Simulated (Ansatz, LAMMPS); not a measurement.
# Amorphous 57ZrO2-43SiO2 (mol %) (84 atoms): relaxation and levels of theory

Which bonds does the relaxation leave, and how do the Kohn-Sham gap, forces and pressure change with k-mesh and functional?

Calculated with Ansatz 0.2.0: Kohn-Sham DFT, PBE, PAW (set soft_2), plane waves; cutoff 420 eV, Γ point, fermi-dirac smearing of 0.025 eV.

**The cell**

Density at the start: 3.81 g/cm³. The cell holds 84 atoms: 16 Zr, 12 Si and 56 O. Cell: a = 10.549 Å, b = 10.549 Å, c = 10.549 Å, α = 90.0°, β = 90.0°, γ = 90.0°. 84 atoms (16 Zr, 12 Si, 56 O) placed at random at 3.81 g/cm³, melted at 5000 K for 10 ps at fixed volume with the Morse and Coulomb pair potential with partial charges (Pedone, Malavasi, Menziani, Cormack and Segre, J. Phys. Chem. B 110, 11780 (2006)). Quenched from 5000 K to 300 K at 50 K/ps and fixed volume, held 5 ps, then minimised at fixed cell.

Cell and atoms were relaxed with PBE. The walk converged after 20 steps by the program's count, with a largest force component of 0.0149 eV/Å; it began at an r.m.s. force component of 0.92 eV/Å. The edges went from 10.549, 10.549, 10.549 to 10.744, 10.321, 10.281 Å, and the volume from 13.973 to 13.550 Å³ an atom (-3.0 %).

The input of the reference single point:

```yaml
crystal:
  lattice:
    - [10.74048, 0.23071, 0.11114]
    - [0.23071, 10.31771, -0.15164]
    - [0.11114, -0.15164, 10.27963]
  atoms:
    - { symbol: Zr, position: [0.01482, 0.80489, 0.53041] }
    - { symbol: Zr, position: [0.66468, 0.7257, 0.50797] }
    - { symbol: Zr, position: [0.30133, 0.76273, 0.76418] }
    - { symbol: Zr, position: [0.62775, 0.35601, 0.51617] }
    [... 78 atom lines left out ...]
    - { symbol: O, position: [0.73819, 0.45762, 0.84473] }
    - { symbol: O, position: [0.85332, 0.58335, 0.07824] }
kpoints:
  mp_grid: { grid: [1, 1, 1] }
hamiltonian:
  xc: pbe
scf:
  occupations: { method: fermi_dirac, width: 0.025 }
output:
  forces: true
  stress: true
  populations: true
  dos:
    method: { smearing: { sigma: 0.08 } }
    de: 0.05
    projected: { site_lists: { O: [O], Si: [Si], Zr: [Zr] } }
  eigenvalues: true
  write_density: true
  write_potential: true
  volumetric_format: npy
```

**Bonds after relaxation**

Bonds by pair of elements; cutoffs follow the first minimum of g(r), held within bounds set by covalent radii, and pairs that aren't listed don't count as bonded:

| pair A-B | cutoff (Å) | bonds | mean length (Å) | spread (Å) | shortest (Å) | B about A | A about B |
| --- | --- | --- | --- | --- | --- | --- | --- |
| O-Zr | 2.98 | 99 | 2.16 | 0.168 | 1.93 | 1.77 | 6.19 |
| O-Si | 2.12 | 48 | 1.65 | 0.032 | 1.60 | 0.857 | 4 |

How many atoms have how many bonded neighbours:

| element | mean | 2 | 3 | 4 | 6 | 7 | 8 |
| --- | --- | --- | --- | --- | --- | --- | --- |
| O | 2.62 | 23 | 31 | 2 | 0 | 0 | 0 |
| Si | 4 | 0 | 0 | 12 | 0 | 0 | 0 |
| Zr | 6.19 | 0 | 0 | 0 | 14 | 1 | 1 |

**Levels of theory**

Single points at the relaxed geometry:

```
functional  k-mesh  Kohn-Sham gap (eV)  pressure (GPa)  r.m.s. force component (eV/Å)  SCF cycles     time
       PBE   1×1×1               3.576           -0.01                          0.005          10     11 s
       PBE   2×2×2               3.524           -0.01                          0.010          10     76 s
     HSE06   1×1×1               5.157           -5.18                          0.163          21  2.7 min
    r2SCAN   1×1×1               4.026           -3.99                          0.142          10     24 s
    PBEsol   1×1×1               3.528           -4.19                          0.067          11    9.2 s
```

The gap is that between the highest filled and lowest empty Kohn-Sham level on the run's k-points. Cutoffs: 420 eV for PBE, HSE06 and PBEsol; 500 eV for r2SCAN. Times come from shared hosts and are rough.

**Findings**

By these cutoffs 55 % of O atoms have 3, 100 % of Si atoms have 4 and 88 % of Zr atoms have 6 neighbours. The Kohn-Sham gap is 3.58 eV with PBE on the 1×1×1 mesh and 3.52 eV on 2×2×2. On the 1×1×1 mesh HSE06 changes the gap by +1.58 eV against PBE. Carrying that shift over to the 2×2×2 mesh gives 3.52 + 1.58 = 5.10 eV, an estimate that takes the shift to be alike at all k-points. On the reference's mesh the gap changes with r2SCAN by +0.45 eV and PBEsol by -0.05 eV. Against the reference the pressure changes with HSE06 by -5.2 GPa, r2SCAN by -4.0 GPa and PBEsol by -4.2 GPa; a negative change means a smaller volume than PBE would take. The denser mesh moves the energy by -1.4 meV/atom and the pressure by -0.00 GPa.

Limits: All single points share the geometry relaxed with PBE. The volume changed by -3.0 % on relaxing; in so small a cell, on this mesh and at this cutoff, the relaxed density is rough. One sample; tail or defect levels can set the gap of a disordered cell. The quench rate of 50 K/ps is many orders above laboratory rates, so the cell is likely richer in defects and strain than a real sample. The network of bonds at the start is that of the classical potential that made the cell, and needn't be the one that DFT or experiment would give. In some runs the program notes that it cut back its work space to fit the memory limit, the exchange threshold is loose for the stress and the SCF threshold is loose for the stress.

[Logs are printed without paths, hosts, clocks, repeated set-up lines and the standing remarks that a program may print on its own settings, such as how far it seeks lower states.]

[Hosts, paths, dates, database ids (printed as entryN), source tags and the programs' standing remarks are cut or masked in the printed files.]
